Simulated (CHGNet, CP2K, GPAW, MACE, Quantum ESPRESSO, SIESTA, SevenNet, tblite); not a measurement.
# Quantum ESPRESSO on Σ7 (111) twist boundary in a MgS-YS solid solution (84 atoms): settings compared

How far do other settings of Quantum ESPRESSO move the forces in Σ7 (111) twist boundary in a MgS-YS solid solution (84 atoms)? One run of the same program serves as the yardstick.

Calculated with Quantum ESPRESSO 7.5; the method is named at each step.

### Step 1. The structure

The cell holds 84 atoms: 38 Mg, 42 S and 4 Y. Cell: a = 9.782 Å, b = 9.782 Å, c = 19.373 Å, α = 90.0°, β = 90.0°, γ = 120.0°. Rock-salt MgS lattice (a = 5.2289 Å, the value set for the mixture); two grains turned against each other by 38.21 deg about [111]; 1 x 1 coincidence cells, 1 lattice periods a grain, two boundaries a cell, upper grain shifted by [0, 0] of the boundary cell and opened by 0.63 Å, no atom removed; 4 of 42 Mg sites given to Y at random (lattice constant by Vegard's rule between MgS and YS); not relaxed, displaced by a Gaussian of 0.02 Å. Then every atom was moved at random, 0.05 Å r.m.s. a Cartesian component. Regions: lower grain, 42 atoms (20 Mg, 21 S and 1 Y); upper grain, 42 atoms (18 Mg, 21 S and 3 Y). The structure's axis is c.

The yardstick, on the same geometry:

```
method                 : Kohn-Sham DFT, PBE, SSSP efficiency 1.3.0 pseudopotentials, plane waves (Quantum ESPRESSO 7.5); sssp-pbe-1.3.0-efficiency, cutoffs 45/360 Ry, Γ point
r.m.s. force component : 0.7976 eV/Å
longest force          : 6.324 eV/Å
pressure               : 2.814 GPa
time                   : 6.8 min on 4 MPI ranks of AMD EPYC 7571, shared host
CPU time               : 27 min
```

### Step 2. PBE, gbrv-1.5, 40/200 Ry

Method: Kohn-Sham DFT, PBE, GBRV 1.5 ultrasoft pseudopotentials, plane waves.

File pw.in:

```
&control
  calculation = 'scf'
  pseudo_dir = './pseudo'
  outdir = './tmp'
  disk_io = 'none'
  tprnfor = .true.
  tstress = .true.
/
&system
  ibrav = 0
  nat = 84
  ntyp = 3
  ecutwfc = 40
  ecutrho = 200
  nosym = .true.
  occupations = 'smearing'
  smearing = 'fd'
  degauss = 0.003675
/
&electrons
  conv_thr = 4.2e-07
  electron_maxstep = 100
  mixing_beta = 0.2
  mixing_mode = 'local-TF'
  diagonalization = 'david'
/
ATOMIC_SPECIES
Mg 24.305 Mg.upf
S 32.060 S.upf
Y 88.906 Y.upf
CELL_PARAMETERS angstrom
9.78238 0.00000 0.00000
-4.89119 8.47179 0.00000
0.00000 0.00000 19.37344
ATOMIC_POSITIONS crystal
Mg 0.86032 0.56704 0.00142
S 0.09355 0.61765 0.08324
Mg 0.71029 0.13320 0.00136
S 0.95521 0.19767 0.07908
Mg 0.91015 0.37802 0.16022
S 0.13000 0.42232 0.23020
Mg 0.96172 0.18732 0.31446
S 0.19225 0.23527 0.39019
Mg 0.57595 0.71569 0.99879
S 0.81071 0.75726 0.08045
Mg 0.76009 0.95588 0.15395
S 0.00070 0.99762 0.23620
Mg 0.42806 0.29407 0.00082
S 0.65211 0.33422 0.07754
Mg 0.61105 0.52393 0.15720
S 0.86844 0.57963 0.23827
Mg 0.80245 0.75967 0.31083
S 0.04674 0.80861 0.38617
Y 0.47522 0.08976 0.16249
S 0.71069 0.13049 0.23110
Mg 0.67026 0.33786 0.30936
S 0.89715 0.38024 0.38989
Mg 0.29117 0.86271 0.00132
S 0.51525 0.89930 0.07946
Mg 0.14988 0.42884 0.99664
S 0.37401 0.47270 0.07556
Mg 0.33950 0.67146 0.15052
S 0.58238 0.72759 0.23132
Mg 0.52171 0.90444 0.31652
S 0.75270 0.94980 0.38606
Mg 0.99909 0.00148 0.99886
S 0.23732 0.04657 0.07596
Mg 0.19427 0.24025 0.15361
S 0.43640 0.29439 0.23228
Mg 0.39601 0.48345 0.31793
S 0.60190 0.51622 0.38781
Mg 0.24464 0.05326 0.31799
S 0.46654 0.09186 0.39378
Mg 0.06020 0.81486 0.15259
S 0.28119 0.85389 0.23238
Mg 0.08945 0.62685 0.31040
S 0.33214 0.65607 0.38773
Mg 0.57001 0.86837 0.49643
S 0.80290 0.04869 0.58547
Mg 0.71518 0.57277 0.49735
S 0.93998 0.75115 0.57635
Mg 0.76053 0.81055 0.66117
S 0.99793 0.00365 0.73305
Mg 0.86561 0.28551 0.49886
S 0.09673 0.47729 0.57740
Mg 0.90440 0.52148 0.65761
S 0.15151 0.71542 0.72936
Mg 0.95606 0.76293 0.81310
S 0.18249 0.94908 0.88493
Mg 0.13704 0.70990 0.49968
S 0.38696 0.88961 0.57983
[... 24 atom lines left out ...]
Mg 0.10763 0.48054 0.81133
S 0.32722 0.66278 0.89039
Mg 0.23475 0.18084 0.81300
S 0.48926 0.38218 0.89207
K_POINTS gamma
```

Run with:

```console
$ OMP_NUM_THREADS=1 mpirun -np 4 pw.x -in pw.in > output.txt
```

Output:

```text
Program PWSCF
     gamma-point specific algorithms are used
     one sub-group per band group will be used
     scalapack distributed-memory algorithm (size of sub-group:  2*  2 procs)
     Parallelization info
     sticks:   dense  smooth     PW     G-vecs:    dense   smooth      PW
     Min        1176     944    237               129376    92556   11572
     Max        1177     947    240               129380    92566   11574
     Sum        4705    3781    955               517509   370239   46291
     bravais-lattice index     =            0
     lattice parameter (alat)  =      18.4860  a.u.
     unit-cell volume          =   10834.8538 (a.u.)^3
     number of atoms/cell      =           84
     number of atomic types    =            3
     number of electrons       =       676.00
     number of Kohn-Sham states=          406
     kinetic-energy cutoff     =      40.0000  Ry
     charge density cutoff     =     200.0000  Ry
     scf convergence threshold =      4.2E-07
     mixing beta               =       0.2000
     number of iterations used =            8  local-TF  mixing
     Exchange-correlation=  SLA  PW   PBX  PBC
                           (   1   4   3   4   0   0   0)
     crystal axes: (cart. coord. in units of alat)
               a(1) = (   1.000000   0.000000   0.000000 )
               a(2) = (  -0.500000   0.866025   0.000000 )
               a(3) = (   0.000000   0.000000   1.980442 )
     reciprocal axes: (cart. coord. in units 2 pi/alat)
               b(1) = (  1.000000  0.577350 -0.000000 )
               b(2) = (  0.000000  1.154700  0.000000 )
               b(3) = (  0.000000 -0.000000  0.504938 )
     PseudoPot. # 1 for Mg:
     Pseudo is Ultrasoft, Zval = 10.0
     PseudoPot. # 2 for S :
     Pseudo is Ultrasoft + core correction, Zval =  6.0
     PseudoPot. # 3 for Y :
     Pseudo is Ultrasoft + core correction, Zval = 11.0
     atomic species   valence    mass     pseudopotential
     Mg               10.00    24.30500     Mg( 1.00)
     S                 6.00    32.06000     S ( 1.00)
     Y                11.00    88.90600     Y ( 1.00)
     No symmetry found
   Cartesian axes
     number of k points=     1  Fermi-Dirac smearing, width (Ry)=  0.0037
                       cart. coord. in units 2pi/alat
        k(    1) = (   0.0000000   0.0000000   0.0000000), wk =   2.0000000
     Dense  grid:   258755 G-vectors     FFT dimensions: (  90,  90, 180)
     Smooth grid:   185120 G-vectors     FFT dimensions: (  75,  75, 150)
     Initial potential from superposition of free atoms
     starting charge     664.5719, renormalised to     676.0000
     Starting wfcs are  410 randomized atomic wfcs
     Self-consistent Calculation
     iteration #  1     ecut=    40.00 Ry     beta= 0.20
     total energy              =   -6155.82339088 Ry
     estimated scf accuracy    <       8.95307601 Ry
     iteration #  2     ecut=    40.00 Ry     beta= 0.20
     total energy              =   -6153.06645239 Ry
     estimated scf accuracy    <       6.68778579 Ry
     iteration #  3     ecut=    40.00 Ry     beta= 0.20
     total energy              =   -6153.73174931 Ry
     estimated scf accuracy    <       0.84173131 Ry
     iteration #  4     ecut=    40.00 Ry     beta= 0.20
     total energy              =   -6153.54304380 Ry
     estimated scf accuracy    <       0.59479852 Ry
     iteration #  5     ecut=    40.00 Ry     beta= 0.20
     total energy              =   -6153.56419091 Ry
     estimated scf accuracy    <       0.25392041 Ry
     iteration #  6     ecut=    40.00 Ry     beta= 0.20
     total energy              =   -6153.54395899 Ry
     estimated scf accuracy    <       0.16663495 Ry
[...]
c_bands:  2 eigenvalues not converged
[...]
total energy              =   -6153.54870028 Ry
[...]
iteration # 18     ecut=    40.00 Ry     beta= 0.20
     total energy              =   -6153.54870072 Ry
     estimated scf accuracy    <       0.00000146 Ry
     iteration # 19     ecut=    40.00 Ry     beta= 0.20
     total energy              =   -6153.54870088 Ry
     estimated scf accuracy    <       0.00000052 Ry
     iteration # 20     ecut=    40.00 Ry     beta= 0.20
     End of self-consistent calculation
          k = 0.0000 0.0000 0.0000 ( 23146 PWs)   bands (ev):
   -69.6253 -69.5855 -69.5449 -69.5133 -69.4380 -69.3785 -69.3453 -69.3421
   -69.3376 -69.3043 -69.3006 -69.2002 -69.1882 -69.1573 -69.1292 -69.1032
   -69.0604 -69.0574 -69.0110 -68.9650 -68.9609 -68.9472 -68.9392 -68.8996
   -68.8807 -68.5785 -68.5377 -68.5016 -68.4744 -68.3771 -68.3549 -68.2787
   -68.2774 -68.2279 -68.2262 -68.1552 -68.0606 -68.0560 -36.4135 -36.3865
   -36.3771 -36.3637 -36.3442 -36.3314 -36.3197 -36.3043 -36.2843 -36.2830
[...]
10.8896  10.9248  10.9909  11.0223  11.1225  11.1380  11.1767  11.2206
    11.3135  11.3722  11.4140  11.4718  11.5410  11.5798  11.6388  11.6485
    11.6616  11.7252  11.7614  11.7819  11.8455  11.8753  11.9150  11.9446
    12.0075  12.0177  12.0840  12.1385  12.1548  12.1925
     the Fermi energy is     8.7439 ev
!    total energy              =   -6153.54870077 Ry
     estimated scf accuracy    <       0.00000028 Ry
     smearing contrib. (-TS)   =      -0.01335163 Ry
     internal energy E=F+TS    =   -6153.53534913 Ry
     The total energy is F=E-TS. E is the sum of the following terms:
     one-electron contribution =   -4020.30426541 Ry
     hartree contribution      =    2093.95528089 Ry
     xc contribution           =   -1111.89359562 Ry
     ewald contribution        =   -3115.29276900 Ry
     convergence has been achieved in  20 iterations
     Forces acting on atoms (cartesian axes, Ry/au):
     atom    1 type  1   force =    -0.00675799    0.00324333    0.00607597
     atom    2 type  2   force =     0.00360711    0.00141219   -0.05084834
     atom    3 type  1   force =     0.01092197    0.01497341    0.00538000
     atom    4 type  2   force =    -0.00797746   -0.01554600   -0.03271964
     atom    5 type  1   force =    -0.02026463    0.01000337    0.00340671
     atom    6 type  2   force =     0.03900770    0.01360026    0.00860779
[...]
atom   82 type  2   force =     0.01195729    0.00507892    0.03992696
     atom   83 type  1   force =     0.01664920    0.00888559    0.03504296
     atom   84 type  2   force =    -0.02327977    0.01880892   -0.04351078
     Total force =     0.492776     Total SCF correction =     0.002078
     Computing stress (Cartesian axis) and pressure
          total   stress  (Ry/bohr**3)                   (kbar)     P=       30.09
   0.00028306   0.00001758   0.00000999           41.64        2.59        1.47
   0.00001758   0.00023377   0.00003616            2.59       34.39        5.32
   0.00000999   0.00003616   0.00009690            1.47        5.32       14.26
     Message from routine punch:
     Nothing written, as per user request (disk_io='none')
```

Wall time 8.5 min (4 MPI ranks of AMD EPYC 7571, shared host); peak memory 2.5 GiB.

Banners, paths, timers and routine set-up lines are dropped from the logs unmarked, and long logs keep their key lines alone; longer cuts are marked.

Against the reference:

| Quantity | Value |
| --- | --- |
| r.m.s. force component | 0.7981 eV/Å |
| r.m.s. difference of force components | 6.361 meV/Å |
| longest difference of force vectors | 20.77 meV/Å |
| force difference over r.m.s. force | 0.7975 % |
| slope of forces against the reference's | 1.001 |
| correlation of force components | 1 |
| pressure | 3.01 GPa |
| pressure difference | 0.1954 GPa |

Length of the force difference by element (eV/Å):

```csv
element,atoms,mean,most
Mg,38,0.011,0.021
S,42,0.0097,0.017
Y,4,0.010,0.021
```

Local excerpt of 9 atoms (numbers count through the whole input) about S42, which has 3 bonded neighbours where the commonest count for S is 6; x, y, z are measured from there.

| atom | x | y | z | distance (Å) | bonds | Fx | Fy | Fz (eV/Å) |
| --- | --- | --- | --- | --- | --- | --- | --- | --- |
| S42 | 0.00 | 0.00 | 0.00 | 0.00 | 3 | -0.57 | 0.44 | 0.98 |
| Mg35 | 1.47 | -1.46 | -1.35 | 2.47 | 6 | -1.17 | -0.26 | -0.06 |
| Mg29 | 0.64 | 2.10 | -1.38 | 2.60 | 6 | 0.01 | -0.35 | 0.68 |
| Mg41 | -2.23 | -0.25 | -1.50 | 2.70 | 6 | 0.62 | -0.44 | 1.21 |
| Mg59 | 0.66 | -1.86 | 2.19 | 2.95 | 4 | 0.06 | -0.04 | -1.37 |
| Mg43 | 1.29 | 1.80 | 2.11 | 3.05 | 4 | 0.45 | 0.10 | -1.13 |
| Mg55 | -2.17 | 0.46 | 2.17 | 3.10 | 4 | -0.15 | 0.37 | -1.28 |
| S36 | 3.32 | -1.18 | 0.00 | 3.53 | 4 | 1.11 | -0.15 | 0.22 |
| S8 | 0.69 | -3.56 | 0.05 | 3.63 | 4 | -0.13 | 0.17 | 0.81 |

Forces lie 0.80 % from the reference's, at 1.2 times its CPU time.

### Step 3. What came out

| Quantity | Value |
| --- | --- |
| force difference from the reference | QE PBE, gbrv-1.5, 40/200 Ry, 0.80 % |
| its CPU time | 34 min |

What this shows: PBE on plane waves or a grid with other potentials, cutoffs or grids differs from the reference by 0.80 % (QE PBE, gbrv-1.5, 40/200 Ry) of the r.m.s. force; this holds the reference's own error, so differences of a few per cent don't tell which side is nearer the exact PBE result. The potentials hold different valence shells: 372 electrons in the reference, 676 in Quantum ESPRESSO with GBRV; this bears on time and differences. The reference's pressure holds the uncorrected Pulay stress of its 45 Ry basis, so small pressure differences, and their order, may be the reference's own error. The host structure and its lattice constant were typed by rule, without a check against the phase diagram. The reference's pressure of 2.8 GPa belongs to a cell and atoms that aren't relaxed at this level. The electronic-structure runs sample only Γ, in a cell whose shortest periodic width is 8 Å, which is coarse for a cell with partly filled levels.

[Also dropped from logs without a mark: logging warnings of Python, and SIESTA's first energy breakdown and zero terms.]

[Logs are printed without paths, hosts, clocks, repeated set-up lines and the standing remarks that a program may print on its own settings, such as how far it seeks lower states.]

[Hosts, paths, dates, database ids (printed as entryN), source tags and the programs' standing remarks are cut or masked in the printed files.]
